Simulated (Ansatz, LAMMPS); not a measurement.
# Li+ TFSI- in 1,3-dioxolane, from a frame at 350 K (197 atoms): geometry optimisation, part 2 of 3

Wanted: the relaxed structure of Li+ TFSI- in 1,3-dioxolane, from a frame at 350 K (197 atoms) and its electronic structure.

Ansatz 0.2.0; Kohn-Sham DFT, r2SCAN+D4, PAW (set soft_2), plane waves.

The cell: 2 N, 4 S, 38 O, 49 C, 12 F, 90 H and 2 Li. The network of contacts between molecules at the start is that of the classical potential that made the cell. The density was typed from a rule of thumb and may lie off the real one at this temperature. Sampling is at Γ alone, for a cell whose shortest periodic width is 13 Å.

So far. Step 3 (Single point at the start): The r.m.s. force component of 0.97 eV/Å and the pressure of 0.88 GPa set the starting point.

## Step 4: Relaxation

The atoms are relaxed in the fixed cell, aiming at the force tolerance of the input.

input.yaml

```yaml
crystal:
  lattice:
    - [13.09602, 0.0, 0.0]
    - [0.0, 13.09602, 0.0]
    - [0.0, 0.0, 13.09602]
  atoms:
    [... the 197 atom lines of step 3 ...]
kpoints:
  mp_grid: { grid: [1, 1, 1] }
hamiltonian:
  xc: r2scan
  dispersion: d4
scf:
  occupations: { method: gaussian, width: 0.025 }
output:
  forces: true
relax:
  f_tol: 0.05
  max_steps: 200
```

Started as:

```sh
> ansatz run input.yaml --threads 4 --pin off --max-ram 8192MiB --backend cpu --events-out ev --progress --plain --runs-dir out
```

Numbers of over 12 decimals in the logs are rounded to 6 here.

Log:

```text
[...]
Crystal: 197 atoms, lattice volume = 2246.043 Å³
Basis set: ecut = 500 eV, 57243 PW (Γ), exchange–correlation on 384×384×384 points (64 copies of the dense FFT grid, shifted against one another)
Bands: 516, of which v1, the nominal top of the filled ones, is band 319 counted from 1 (318 counted from 0)
Symmetry: 1 space group operations
[...]
k-points: 1
[...]
SCF iter   1: F=—  HF=-49858.527043 eV  |F-HF|=—  |Δ(HF+E_count)|=         —  Δρ=1.11e-2  dr2=3.61e0  dr2_τ=1.58e1  ethr=1.77e-3  ⟨swp⟩=6.0  Hψ=2480  notcnv=0  defer=85
[...]
SCF iter   3: F=—  HF=-49856.684705 eV  |F-HF|=—  |Δ(HF+E_count)|=   9.62e-2  Δρ=2.14e-3  dr2=1.44e-1  dr2_τ=7.92e-3  ethr=9.27e-5  ⟨swp⟩=8.0  Hψ=551  notcnv=0  defer=47
automatic band count: iteration 3 solves 370 bands in place of 516: the levels show a gap, and the empty bands left out lie too high to hold charge; the band table lists the bands solved (type scf.n_extra_bands for more)
SCF iter   4: F=—  HF=-49856.676379 eV  |F-HF|=—  |Δ(HF+E_count)|=   8.33e-3  Δρ=8.72e-4  dr2=2.05e-2  dr2_τ=2.18e-3  ethr=2.25e-5  ⟨swp⟩=3.0  Hψ=735  notcnv=0  defer=47
[...]
SCF iter   9: F=-49856.684991 eV  HF=-49856.684988 eV  |F-HF|=3.12e-6  |Δ(HF+E_count)|=   1.80e-5  Δρ=6.73e-6  dr2=1.38e-6  dr2_τ=1.27e-7  ethr=1.87e-9  ⟨swp⟩=2.0  Hψ=1066  notcnv=0
SCF 1 converged in 9 iterations: F = -49856.684991 eV  dr2 = 1.38e-6
[...]
relax step   1: F+E_penalty+E_count = -49856.68499121 eV  Δ(F+E_penalty+E_count) = +0.000e0 eV  max|allowed force component| = 5.306e0 eV/Å  Δτ_max = 0.0000 Å  (9 SCF iters, dr2 threshold 6.25e-5 eV, accepted)
[... from here on, the SCF cycles and remarks between the steps are left out ...]
relax step   2: F+E_penalty+E_count = -49864.85409380 eV  Δ(F+E_penalty+E_count) = -8.169e0 eV  max|allowed force component| = 1.885e0 eV/Å  Δτ_max = 0.1944 Å  (7 SCF iters, dr2 threshold 1.00e-4 eV, accepted)
relax step   3: F+E_penalty+E_count = -49866.48939065 eV  Δ(F+E_penalty+E_count) = -1.635e0 eV  max|allowed force component| = 1.275e0 eV/Å  Δτ_max = 0.1931 Å  (7 SCF iters, dr2 threshold 1.00e-4 eV, accepted)
relax step   4: F+E_penalty+E_count = -49866.99919899 eV  Δ(F+E_penalty+E_count) = -5.098e-1 eV  max|allowed force component| = 7.125e-1 eV/Å  Δτ_max = 0.1938 Å  (7 SCF iters, dr2 threshold 1.00e-4 eV, accepted)
relax step   5: F+E_penalty+E_count = -49867.27572093 eV  Δ(F+E_penalty+E_count) = -2.765e-1 eV  max|allowed force component| = 2.973e-1 eV/Å  Δτ_max = 0.1948 Å  (7 SCF iters, dr2 threshold 1.00e-4 eV, accepted)
relax step   6: F+E_penalty+E_count = -49867.43963274 eV  Δ(F+E_penalty+E_count) = -1.639e-1 eV  max|allowed force component| = 2.401e-1 eV/Å  Δτ_max = 0.1951 Å  (8 SCF iters, dr2 threshold 1.54e-5 eV, accepted)
relax step   7: F+E_penalty+E_count = -49867.57367372 eV  Δ(F+E_penalty+E_count) = -1.340e-1 eV  max|allowed force component| = 2.242e-1 eV/Å  Δτ_max = 0.1914 Å  (8 SCF iters, dr2 threshold 1.00e-5 eV, accepted)
relax step   8: F+E_penalty+E_count = -49867.67807246 eV  Δ(F+E_penalty+E_count) = -1.044e-1 eV  max|allowed force component| = 2.290e-1 eV/Å  Δτ_max = 0.1949 Å  (7 SCF iters, dr2 threshold 3.28e-5 eV, accepted)
relax step   9: F+E_penalty+E_count = -49867.75784065 eV  Δ(F+E_penalty+E_count) = -7.977e-2 eV  max|allowed force component| = 2.648e-1 eV/Å  Δτ_max = 0.1950 Å  (7 SCF iters, dr2 threshold 4.57e-5 eV, accepted)
relax step  10: F+E_penalty+E_count = -49867.82175186 eV  Δ(F+E_penalty+E_count) = -6.391e-2 eV  max|allowed force component| = 3.066e-1 eV/Å  Δτ_max = 0.1894 Å  (7 SCF iters, dr2 threshold 7.01e-5 eV, accepted)
relax step  11: F+E_penalty+E_count = -49867.88086183 eV  Δ(F+E_penalty+E_count) = -5.911e-2 eV  max|allowed force component| = 3.316e-1 eV/Å  Δτ_max = 0.1587 Å  (7 SCF iters, dr2 threshold 9.40e-5 eV, accepted)
relax step  12: F+E_penalty+E_count = -49867.93928788 eV  Δ(F+E_penalty+E_count) = -5.843e-2 eV  max|allowed force component| = 3.371e-1 eV/Å  Δτ_max = 0.1952 Å  (7 SCF iters, dr2 threshold 1.00e-4 eV, accepted)
relax step  13: F+E_penalty+E_count = -49867.98846739 eV  Δ(F+E_penalty+E_count) = -4.918e-2 eV  max|allowed force component| = 3.142e-1 eV/Å  Δτ_max = 0.1951 Å  (7 SCF iters, dr2 threshold 1.00e-4 eV, accepted)
relax step  14: F+E_penalty+E_count = -49868.03507452 eV  Δ(F+E_penalty+E_count) = -4.661e-2 eV  max|allowed force component| = 3.324e-1 eV/Å  Δτ_max = 0.1948 Å  (7 SCF iters, dr2 threshold 8.58e-5 eV, accepted)
relax step  15: F+E_penalty+E_count = -49868.07865383 eV  Δ(F+E_penalty+E_count) = -4.358e-2 eV  max|allowed force component| = 3.568e-1 eV/Å  Δτ_max = 0.1910 Å  (7 SCF iters, dr2 threshold 9.60e-5 eV, accepted)
relax step  16: F+E_penalty+E_count = -49868.12004078 eV  Δ(F+E_penalty+E_count) = -4.139e-2 eV  max|allowed force component| = 3.652e-1 eV/Å  Δτ_max = 0.1948 Å  (7 SCF iters, dr2 threshold 1.00e-4 eV, accepted)
relax step  17: F+E_penalty+E_count = -49868.14924469 eV  Δ(F+E_penalty+E_count) = -2.920e-2 eV  max|allowed force component| = 4.275e-1 eV/Å  Δτ_max = 0.1998 Å  (7 SCF iters, dr2 threshold 1.00e-4 eV, accepted)
relax step  18: F+E_penalty+E_count = -49868.18410080 eV  Δ(F+E_penalty+E_count) = -3.486e-2 eV  max|allowed force component| = 3.042e-1 eV/Å  Δτ_max = 0.0954 Å  (6 SCF iters, dr2 threshold 1.00e-4 eV, accepted)
relax step  19: F+E_penalty+E_count = -49868.23257782 eV  Δ(F+E_penalty+E_count) = -4.848e-2 eV  max|allowed force component| = 1.235e-1 eV/Å  Δτ_max = 0.1953 Å  (7 SCF iters, dr2 threshold 4.69e-5 eV, accepted)
relax step  20: F+E_penalty+E_count = -49868.27068178 eV  Δ(F+E_penalty+E_count) = -3.810e-2 eV  max|allowed force component| = 1.552e-1 eV/Å  Δτ_max = 0.1942 Å  (8 SCF iters, dr2 threshold 2.51e-6 eV, accepted)
relax step  21: F+E_penalty+E_count = -49868.30313761 eV  Δ(F+E_penalty+E_count) = -3.246e-2 eV  max|allowed force component| = 2.296e-1 eV/Å  Δτ_max = 0.1967 Å  (8 SCF iters, dr2 threshold 3.97e-6 eV, accepted)
relax step  22: F+E_penalty+E_count = -49868.32841184 eV  Δ(F+E_penalty+E_count) = -2.527e-2 eV  max|allowed force component| = 3.213e-1 eV/Å  Δτ_max = 0.1949 Å  (7 SCF iters, dr2 threshold 5.27e-5 eV, accepted)
relax step  23: F+E_penalty+E_count = -49868.35743380 eV  Δ(F+E_penalty+E_count) = -2.902e-2 eV  max|allowed force component| = 2.694e-1 eV/Å  Δτ_max = 0.1056 Å  (6 SCF iters, dr2 threshold 1.00e-4 eV, accepted)
relax step  24: F+E_penalty+E_count = -49868.41125435 eV  Δ(F+E_penalty+E_count) = -5.382e-2 eV  max|allowed force component| = 1.864e-1 eV/Å  Δτ_max = 0.1999 Å  (7 SCF iters, dr2 threshold 5.10e-5 eV, accepted)
[...]
relax step  40: F+E_penalty+E_count = -49868.67338656 eV  Δ(F+E_penalty+E_count) = -5.264e-3 eV  max|allowed force component| = 2.891e-1 eV/Å  Δτ_max = 0.1545 Å  (7 SCF iters, dr2 threshold 3.73e-5 eV, accepted)
relax step  41: F+E_penalty+E_count = -49868.67715504 eV  Δ(F+E_penalty+E_count) = -3.768e-3 eV  max|allowed force component| = 3.080e-1 eV/Å  Δτ_max = 0.0661 Å  (6 SCF iters, dr2 threshold 8.36e-5 eV, accepted)
relax step  42: F+E_penalty+E_count = -49868.68460986 eV  Δ(F+E_penalty+E_count) = -7.455e-3 eV  max|allowed force component| = 2.913e-1 eV/Å  Δτ_max = 0.0848 Å  (7 SCF iters, dr2 threshold 9.49e-5 eV, accepted)
relax step  43: F+E_penalty+E_count = -49868.69101051 eV  Δ(F+E_penalty+E_count) = -6.401e-3 eV  max|allowed force component| = 1.822e-1 eV/Å  Δτ_max = 0.1515 Å  (7 SCF iters, dr2 threshold 7.59e-5 eV, accepted)
relax step  44: F+E_penalty+E_count = -49868.69514277 eV  Δ(F+E_penalty+E_count) = -4.132e-3 eV  max|allowed force component| = 1.012e-1 eV/Å  Δτ_max = 0.0779 Å  (7 SCF iters, dr2 threshold 1.30e-5 eV, accepted)
relax step  45: F+E_penalty+E_count = -49868.70141684 eV  Δ(F+E_penalty+E_count) = -6.274e-3 eV  max|allowed force component| = 8.235e-2 eV/Å  Δτ_max = 0.1137 Å  (7 SCF iters, dr2 threshold 3.16e-6 eV, accepted)
relax step  46: F+E_penalty+E_count = -49868.70508715 eV  Δ(F+E_penalty+E_count) = -3.670e-3 eV  max|allowed force component| = 1.219e-1 eV/Å  Δτ_max = 0.1357 Å  (10 SCF iters, accepted)
relax step  47: F+E_penalty+E_count = -49868.70746327 eV  Δ(F+E_penalty+E_count) = -2.376e-3 eV  max|allowed force component| = 9.220e-2 eV/Å  Δτ_max = 0.0640 Å  (6 SCF iters, dr2 threshold 9.83e-6 eV, accepted)
relax step  48: F+E_penalty+E_count = -49868.70999572 eV  Δ(F+E_penalty+E_count) = -2.532e-3 eV  max|allowed force component| = 5.328e-2 eV/Å  Δτ_max = 0.0929 Å  (7 SCF iters, dr2 threshold 4.87e-6 eV, accepted)
relax step  49: F+E_penalty+E_count = -49868.71101570 eV  Δ(F+E_penalty+E_count) = -1.020e-3 eV  max|allowed force component| = 6.121e-2 eV/Å  Δτ_max = 0.0572 Å  (9 SCF iters, accepted)
relax step  50: F+E_penalty+E_count = -49868.71185468 eV  Δ(F+E_penalty+E_count) = -8.390e-4 eV  max|allowed force component| = 3.743e-2 eV/Å  Δτ_max = 0.0528 Å  (9 SCF iters, accepted)
[...]
SCF iter   2: F=-49868.711855 eV  HF=-49868.711855 eV  |F-HF|=1.61e-8  |Δ(HF+E_count)|=   1.43e-8  Δρ=3.65e-7  dr2=5.51e-9  dr2_τ=6.66e-10  ethr=3.77e-12  ⟨swp⟩=4.0  Hψ=1154  notcnv=0
SCF 51 converged in 2 iterations: F = -49868.711855 eV  dr2 = 5.51e-9
SCF converged after 2 iterations
Free energy (F): -49868.711855 eV
[...]
Internal energy: -49868.711855 eV  (E = F + TS)
E sigma→0 (E₀):  -49868.711855 eV
Fermi energy:    1.933872 eV
[...]
--- Forces (eV/Å), atoms counted from 1 ---
  atom   1  N     -0.00175007     0.00384497     0.01097218
  atom   2  S     -0.00661278    -0.00249119    -0.00918122
  atom   3  O     -0.00089280    -0.00409337    -0.00182366
  atom   4  O      0.00633234     0.00346569     0.00285130
  atom   5  C      0.00219182     0.00704679    -0.00080020
  atom   6  F      0.00069743    -0.00166479    -0.00065812
  atom   7  F      0.00161230    -0.00290205     0.00130647
  atom   8  F     -0.00159941    -0.00190201     0.00122750
  atom   9  S      0.00774735    -0.00174348    -0.00720724
  atom  10  O      0.00156831    -0.00062036    -0.00095309
  atom  11  O     -0.00683544     0.00366888    -0.00004512
  atom  12  C     -0.00653944    -0.00175335     0.00248748
  atom  13  F      0.00525722     0.00200922     0.00267717
  atom  14  F      0.00044065     0.00077863    -0.00000277
[...]
atom 196  Li     0.00127544    -0.00385049     0.00258275
  atom 197  Li     0.00146711    -0.00219743     0.00062224
  max |Σ_I F_I| component: 1.86e-4 eV/Å
--- Relaxed structure (50 steps of the walk, 50 accepted, 0 SCFs on fresh bases) ---
  F+E_penalty+E_count = -49868.71185468 eV   max|allowed force component| = 3.743e-2 eV/Å
  atoms:
    - { symbol: N, position: [0.546537, 0.141975, 0.782537] }
    - { symbol: S, position: [0.602489, 0.039717, 0.814354] }
    - { symbol: O, position: [0.559380, 0.951543, 0.766403] }
    - { symbol: O, position: [0.712871, 0.046531, 0.819790] }
[...]
- { symbol: Li, position: [0.327965, 0.566561, 0.387416] }
```

Run time: 17 min. Hardware: 4 threads of AMD EPYC 9R45, shared host; peak memory 6.4 GiB.

Relaxation path (22 of 50):

```
step  energy less that of the first step (eV)  largest force component (eV/Å)
   1                                   0.0000                          5.3058
   3                                  -9.8044                          1.2745
   6                                 -10.7546                          0.2401
   8                                 -10.9931                          0.2290
  10                                 -11.1368                          0.3066
  13                                 -11.3035                          0.3142
  15                                 -11.3937                          0.3568
  17                                 -11.4643                          0.4275
  20                                 -11.5857                          0.1552
  22                                 -11.6434                          0.3213
  24                                 -11.7263                          0.1864
  27                                 -11.8212                          0.3197
  29                                 -11.8800                          0.2538
  31                                 -11.9250                          0.1252
  34                                 -11.9567                          0.0895
  36                                 -11.9681                          0.1134
  38                                 -11.9770                          0.1697
  41                                 -11.9922                          0.3080
  43                                 -12.0060                          0.1822
  45                                 -12.0164                          0.0824
  48                                 -12.0250                          0.0533
  50                                 -12.0269                          0.0374
```

The atoms that moved most (Å):

```
atom      dx      dy      dz  length
 H69   2.032  -1.216  -1.559   2.835
 H73  -2.063   0.585  -1.521   2.629
 H70   0.840  -0.289  -2.421   2.578
 H85  -0.315   2.440   0.274   2.475
 H40  -2.060   0.781   0.539   2.268
 H41  -1.152   1.710  -0.837   2.225
 H92  -0.459  -0.397   2.133   2.218
H102   0.661   2.071   0.115   2.177
```

The relaxation changed the energy by -61.0 meV/atom, and atoms moved by 1.1 Å r.m.s., 2.8 Å at most.

## Step 5: Structure statistics after relaxation

Density 1.25 g/cm³, 11.40 Å³ an atom.

Pair distribution functions g(r), in bins of 0.2 Å:

```
r (Å)  total   H-H    H-C   H-O   H-F   H-S  H-Li
 1.00   3.15  0.00  13.85  0.00  0.00  0.00  0.00
 1.20   0.40  0.00   1.76  0.00  0.00  0.00  0.00
 1.40   1.86  0.00   0.00  0.00  0.00  0.00  0.00
 1.60   0.37  0.00   0.00  0.00  0.00  0.00  0.00
 1.80   0.70  3.09   0.00  0.00  0.00  0.00  0.00
 2.00   1.39  0.00   0.00  7.35  0.00  0.00  0.00
 2.20   1.10  0.04   2.54  0.00  0.00  0.00  0.00
 2.40   0.70  1.67   0.00  0.13  0.00  0.00  0.00
 2.60   0.81  1.33   0.88  0.62  0.60  0.00  0.75
 2.80   0.84  1.06   0.56  1.95  1.08  0.00  0.00
 3.00   1.11  1.27   1.11  1.47  1.56  0.54  2.12
 3.20   1.09  0.74   1.93  1.46  0.81  0.25  4.39
 3.40   0.65  0.61   0.73  0.45  0.66  1.28  2.13
 3.60   0.94  1.24   1.06  0.54  0.83  1.17  1.14
 3.80   0.93  1.08   0.97  0.64  0.75  1.37  0.36
 4.00   0.94  1.38   0.97  0.57  0.52  1.71  1.56
 4.20   0.93  0.95   0.92  1.00  0.94  0.43  0.28
 4.40   1.01  1.17   0.89  0.96  1.03  0.27  0.75
 4.60   1.06  0.98   0.95  1.14  1.37  0.82  0.93
 4.80   1.06  0.97   1.07  0.99  1.16  0.53  0.66
 5.00   1.00  0.94   0.93  0.99  1.20  1.29  0.80
 5.20   1.02  0.86   0.95  0.90  1.01  1.38  1.29
 5.40   1.02  0.84   1.10  1.01  1.44  1.19  0.50
 5.60   1.11  0.90   1.08  1.12  1.05  1.18  0.64
 5.80   1.08  1.08   0.97  1.11  0.98  0.96  0.88
 6.00   1.03  1.09   1.02  1.04  0.92  1.30  0.81
 6.20   1.02  1.06   0.90  0.95  1.14  1.74  1.43
 6.40   0.94  0.78   0.99  0.99  1.19  0.97  1.34
```

(Part 2 of 3 ends here.)

[Logs are printed without paths, hosts, clocks, repeated set-up lines and the standing remarks that a program may print on its own settings, such as how far it seeks lower states.]

[Hosts, paths, dates, database ids (printed as entryN), source tags and the programs' standing remarks are cut or masked in the printed files.]
